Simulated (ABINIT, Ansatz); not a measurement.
**Quasiparticle gap of SrNiF6 (R-3m) in ABINIT**

Wanted: ground state, empty states, screening and self-energy for SrNiF6 (R-3m).

Method: LDA and many-body steps on it, plane waves, in ABINIT 10.8.3.

Most raw output is cut from this account.

### Step 1. Starting point

The structure is trigonal, space group R-3m (No. 166). The conventional cell has a = 7.074 Å, b = 7.074 Å, c = 6.656 Å, α = 90.00°, β = 90.00°, γ = 120.00°. Nearest to Sr lie 12 F at 2.61 to 2.72 Å. Ni has 6 F at 1.80 Å nearest. Nearest to F lie 1 Ni at 1.80 Å and 2 Sr at 2.61 to 2.72 Å. Farther neighbours and most contacts between anions are not listed.

Coordinates:

```cif
data_structure
_symmetry_space_group_name_H-M 'P 1'
_symmetry_Int_Tables_number 1
_cell_length_a 4.6479
_cell_length_b 4.6479
_cell_length_c 4.6479
_cell_angle_alpha 99.103
_cell_angle_beta 99.103
_cell_angle_gamma 99.103
_cell_volume 96.15
loop_
_atom_site_label
_atom_site_type_symbol
_atom_site_fract_x
_atom_site_fract_y
_atom_site_fract_z
_atom_site_occupancy
Sr1 Sr 0.50000 0.50000 0.50000 1
Ni2 Ni 0.00000 0.00000 0.00000 1
F3 F 0.27600 0.91600 0.27600 1
F4 F 0.27600 0.27600 0.91600 1
F5 F 0.91600 0.27600 0.27600 1
F6 F 0.72400 0.08400 0.72400 1
F7 F 0.08400 0.72400 0.72400 1
F8 F 0.72400 0.72400 0.08400 1
```

The cell and positions come from the Crystallography Open Database and are kept as given unless a step says otherwise.

### Step 2. Ground state

This step: ABINIT 10.8.3; DFT, LDA, plane waves, norm-conserving pseudopotentials.

The ground-state density comes first.

run.abi reads:

```
acell 3*1.0 Angstrom
rprim 
  3.536999999979 2.042087902112 2.218666666700
  -3.536999999979 2.042087902112 2.218666666700
  -0.000000000000 -4.084175804224 2.218666666700
ntypat 3
znucl 38 28 9
natom 8
typat 1 2 3 3 3 3 3 3
xred 
  0.500000000000 0.500000000000 0.500000000000
  0.000000000000 0.000000000000 0.000000000000
  0.276000000000 0.916000000000 0.276000000000
  0.276000000000 0.276000000000 0.916000000000
  0.916000000000 0.276000000000 0.276000000000
  0.724000000000 0.084000000000 0.724000000000
  0.084000000000 0.724000000000 0.724000000000
  0.724000000000 0.724000000000 0.084000000000
pp_dirpath "pseudos"
pseudos "Sr.upf, Ni.upf, F.upf"
ecut 45
ngkpt 4 4 4
nshiftk 1
shiftk 0 0 0
kptopt 1
chksymbreak 0
nband 43
occopt 1
tolvrs 1e-10
nstep 60
prtwf 0
optforces 0
optstress 0
indata_prefix "in"
outdata_prefix "out"
tmpdata_prefix "tmp"
```

On the command line:

```sh
OMP_NUM_THREADS=1 mpirun -n 4 abinit run.abi > log
```

Elapsed: 96 s, on 4 MPI ranks of Arm Neoverse V2, shared host; peak memory 0.48 GiB; 6.4 min of CPU time.

Numbers from this step:

```yaml
total_energy: -9512.9803 eV
gap: 0.9919 eV
k_of_the_valence_top: 0.5, 0.5, 0
k_of_the_conduction_bottom: 0, 0, 0
least_direct_gap: 0.9984 eV
```

The gap is indirect, with the least direct gap 0.007 eV higher.

### Step 3. Bands along the symmetry lines

Levels along a band path, at the cheap level, show where the edges lie and whether the meshes to come will hold them.

run.abi: that of step 2 with these lines changed.

```diff
@@ -21,14 +21,36 @@
 ecut 45
-ngkpt 4 4 4
-nshiftk 1
-shiftk 0 0 0
-kptopt 1
-chksymbreak 0
-nband 43
-occopt 1
-tolvrs 1e-10
-nstep 60
+iscf -2
+irdden 1
+kptopt 0
+nkpt 22
+kpt 
+  0.00000000 0.00000000 0.00000000
+  0.12500000 0.00000000 0.00000000
+  0.25000000 0.00000000 0.00000000
+  0.37500000 0.00000000 0.00000000
+  0.50000000 -0.00000000 0.00000000
+  0.50000000 -0.12500000 0.12500000
+  0.50000000 -0.25000000 0.25000000
+  0.50000000 -0.37500000 0.37500000
+  0.50000000 -0.50000000 0.50000000
+  0.46585068 -0.53414932 0.46585068
+  0.43170137 -0.56829863 0.43170137
+  0.39755206 -0.60244794 0.39755206
+  0.36340274 -0.63659726 0.36340274
+  0.36340274 0.36340274 0.36340274
+  0.27255206 0.27255206 0.27255206
+  0.18170137 0.18170137 0.18170137
+  0.09085068 0.09085068 0.09085068
+  0.00000000 0.00000000 0.00000000
+  0.12500000 -0.12500000 0.00000000
+  0.25000000 -0.25000000 0.00000000
+  0.37500000 -0.37500000 0.00000000
+  0.50000000 -0.50000000 0.00000000
+istwfk *1
+nband 42
+nbdbuf 2
+tolwfr 1e-08
+nstep 40
 prtwf 0
-optforces 0
-optstress 0
+prtvol 0
 indata_prefix "in"
```

Run time: 72 s. Hardware: 4 MPI ranks; peak memory 0.47 GiB; 4.8 min of CPU time.

Numbers from this step:

* gap: 0.9919 eV
* k of the valence top: 0.5, -0.5, 0
* k of the conduction bottom: 0, 0, 0
* least direct gap: 0.9984 eV

The gap is 0.992 eV, as in the run before at this level.

The electronic bands at the labelled points (eV, zero at the top of the highest filled band):

```csv
point,band 32,band 33,band 34,band 35,band 36,band 37,band 38,band 39
Γ,-0.59,-0.59,-0.49,-0.38,0.99,0.99,7.44,9.87
halfway,-0.66,-0.48,-0.45,-0.33,1.12,1.21,8.23,9.46
L,-0.97,-0.47,-0.44,-0.20,1.24,1.43,9.00,9.32
halfway,-1.14,-0.51,-0.36,-0.10,1.11,1.12,9.01,9.19
T,-0.80,-0.66,-0.21,-0.21,1.02,1.02,8.95,8.95
halfway,-0.77,-0.66,-0.22,-0.22,1.09,1.09,9.00,9.00
P0,-0.71,-0.64,-0.26,-0.26,1.26,1.26,9.12,9.12
jump to P2,-0.71,-0.64,-0.26,-0.26,1.26,1.26,9.12,9.12
halfway,-0.49,-0.45,-0.39,-0.39,1.36,1.36,9.04,9.56
Γ,-0.59,-0.59,-0.49,-0.38,0.99,0.99,7.44,9.87
halfway,-0.71,-0.61,-0.44,-0.23,1.03,1.30,8.52,9.42
F,-1.11,-0.80,-0.58,0.00,1.00,1.44,8.81,9.09
```

### Step 4. Empty states on the mesh, 2×2×2 mesh, 90 bands

The sums over transitions need many empty states on a uniform mesh; this step solves for them.

run.abi reads:

```
acell 3*1.0 Angstrom
rprim 
  3.536999999979 2.042087902112 2.218666666700
  -3.536999999979 2.042087902112 2.218666666700
  -0.000000000000 -4.084175804224 2.218666666700
ntypat 3
znucl 38 28 9
natom 8
typat 1 2 3 3 3 3 3 3
xred 
  0.500000000000 0.500000000000 0.500000000000
  0.000000000000 0.000000000000 0.000000000000
  0.276000000000 0.916000000000 0.276000000000
  0.276000000000 0.276000000000 0.916000000000
  0.916000000000 0.276000000000 0.276000000000
  0.724000000000 0.084000000000 0.724000000000
  0.084000000000 0.724000000000 0.724000000000
  0.724000000000 0.724000000000 0.084000000000
pp_dirpath "pseudos"
pseudos "Sr.upf, Ni.upf, F.upf"
ecut 45
ngkpt 2 2 2
nshiftk 1
shiftk 0 0 0
kptopt 1
chksymbreak 0
iscf -2
irdden 1
istwfk *1
nband 90
nbdbuf 8
tolwfr 1e-09
nstep 60
prtvol 0
indata_prefix "in"
outdata_prefix "out"
tmpdata_prefix "tmp"
```

Run time: 22 s. Hardware: 4 MPI ranks; peak memory 0.41 GiB.

Numbers from this step:

| Item | Value |
| --- | --- |
| gap | 0.9919 eV |
| k of the valence top | 0.5, 0.5, 0 |
| k of the conduction bottom | 0, 0, 0 |
| least direct gap | 0.9984 eV |
| k points computed | 4 |
| lowest point of the top converged band, above the valence top | 33.67 eV |

On this mesh the gap is 0.992 eV.

### Step 5. Screening, 2×2×2 mesh, 82 bands, screening to 98 eV

The RPA dielectric matrix is built and inverted for each q.

This step: RPA screening on LDA, plane waves, norm-conserving pseudopotentials.

run.abi: that of step 4 with these lines changed.

```diff
@@ -26,10 +26,11 @@
 chksymbreak 0
-iscf -2
-irdden 1
 istwfk *1
-nband 90
-nbdbuf 8
-tolwfr 1e-09
-nstep 60
-prtvol 0
+occopt 1
+irdwfk 1
+optdriver 3
+nband 82
+ecuteps 3.6
+inclvkb 2
+awtr 1
+symchi 1
 indata_prefix "in"
```

It took 21 s on 4 MPI ranks; peak memory 1.3 GiB.

This step gave:

```yaml
eps_infinity_with_local_fields_on_this_mesh_along_the_program_s_q_direction: 3.646
the_same_without_local_fields: 4.548
plasma_frequency: 31.68 eV
plane_waves_in_the_screening_matrix: 207
```

Local fields lower ε∞ by 20 %. On a Γ-centred mesh this coarse the value itself is usually too large, while a short band sum pulls it down.

### Step 6. Self-energy, 2×2×2 mesh, 82 bands, screening to 98 eV

The self-energy is evaluated for the states that the input lists, and the levels follow from it, in one-shot runs by the linearised quasiparticle equation.

This step: G0W0 on LDA, plane waves, norm-conserving pseudopotentials.

run.abi: that of step 5 with these lines changed.

```diff
@@ -29,8 +29,17 @@
 irdwfk 1
-optdriver 3
+optdriver 4
 nband 82
+gwcalctyp 0
+ecutsigx 45
+symsigma 1
+nkptgw 2
+kptgw 
+  0.5000000000 0.5000000000 0.0000000000
+  0.0000000000 0.0000000000 0.0000000000
+bdgw 
+  34 37
+  34 37
 ecuteps 3.6
-inclvkb 2
-awtr 1
-symchi 1
+irdscr 1
+ppmodel 1
 indata_prefix "in"
```

The job ended after 5.6 s (4 MPI ranks; peak memory 0.93 GiB; 22 s of CPU time).

Numbers from this step:

```yaml
g0w0_gap_on_the_points_computed: 3.59 eV
starting_gap_on_the_mesh: 0.9919 eV
k_of_the_valence_top: 0.5, 0.5, 0
k_of_the_conduction_bottom: 0.5, 0.5, 0
z_at_the_valence_top: 0.738
z_at_the_conduction_bottom: 0.741
least_direct_g0w0_gap_on_the_computed_points: 3.59 eV
```

The gap on the mesh goes from 0.99 eV to 3.59 eV, a correction of +2.60 eV.

Limits: finite bands, cutoff and mesh; no spin polarisation; d states lean on the start; no spin-orbit coupling; coarse k mesh. v1 is the top filled band, c1 the lowest empty one. Levels before and after the correction, in eV, zero at the valence-band top of each column:

```csv
,conduction bottom,valence top
Kohn-Sham,0.99,0.00
G0W0,3.59,0.00
```

```csv
,level,energy (eV)
Kohn-Sham,(0.5 0.5 0) v2,-0.578
Kohn-Sham,(0.5 0.5 0) v1,0.000
Kohn-Sham,(0.5 0.5 0) c1,0.998
Kohn-Sham,(0.5 0.5 0) c2,1.441
G0W0,(0.5 0.5 0) v2,-0.401
G0W0,(0.5 0.5 0) v1,0.000
G0W0,(0.5 0.5 0) c1,3.590
G0W0,(0.5 0.5 0) c2,4.042
```

### Step 7. Where the time went

Times are wall times on 4 MPI ranks of Arm Neoverse V2, shared host, good to a factor of about two.

```csv
step,time,share,memory (GiB)
ground state,96 s,44 %,0.48
bands along the symmetry lines,72 s,33 %,0.47
empty states on the mesh,22 s,10 %,0.41
screening,21 s,10 %,1.3
self-energy,5.6 s,3 %,0.93
```

### Step 8. Summary of results

| Item | Value |
| --- | --- |
| LDA gap | 0.99 eV, indirect (only 7 meV under the direct gap) |
| G0W0 gap on the mesh | 3.59 eV |
| GW settings | 2×2×2 mesh, 82 bands, screening to 98 eV, Godby-Needs plasmon pole |
| known limits | not at the basis limit; no spin polarisation; d states lean on the start; no spin-orbit coupling; coarse k mesh |

**Reading.** G0W0 moves the gap on the mesh from 0.99 eV to 3.59 eV (+2.60 eV), with Z of 0.74 and 0.74 at the edges. Local fields lower the RPA ε∞ on this mesh from 4.55 to 3.65; a Γ-centred mesh this coarse tends to raise both, most where the direct gap is narrow, while a short band sum lowers them. Only 2 of the mesh's irreducible points were corrected, so a valley elsewhere could overtake. Bands and cutoff are finite, so the gap is not at the basis limit. The miss can reach some tenths of an eV and take either sign; the mesh is an error of its own. In the G0W0 run levels were corrected at 2 k points alone, so a gap called «on the mesh» is the least over those, and an edge elsewhere would be missed. The 2×2×2 mesh is coarse for this cell, which bears on the long-range parts of exchange and screening. The runs have no spin polarisation. For a closed low-spin shell that is the natural state; where a d or f shell is open it is a constraint, and the gap is then not the crystal's own. With d states at the gap, one-shot GW leans hard on its start. The many-body steps are scalar-relativistic: spin-orbit coupling is not in them.

[Paths, hosts, dates, memory and timing lines, banners, echoed tables and standing remarks are left out of the program output.]

[Logs are printed without paths, hosts, clocks, repeated set-up lines and the standing remarks that a program may print on its own settings, such as how far it seeks lower states.]

[Runs of the session that timed out or met a known fault of the program may be left out.]

[Hosts, paths, dates, database ids (printed as entryN), source tags and the programs' standing remarks are cut or masked in the printed files.]

[G0W0 gaps are taken among the corrected bands and points alone; a level outside them can change the order at an edge.]

[Where Ansatz stands beside ABINIT at settings called matched, ABINIT's density can come from a denser mesh and the files from another edition; pairs whose starting gaps differed by over 0.03 eV were left out, so agreement reads better than it is.]
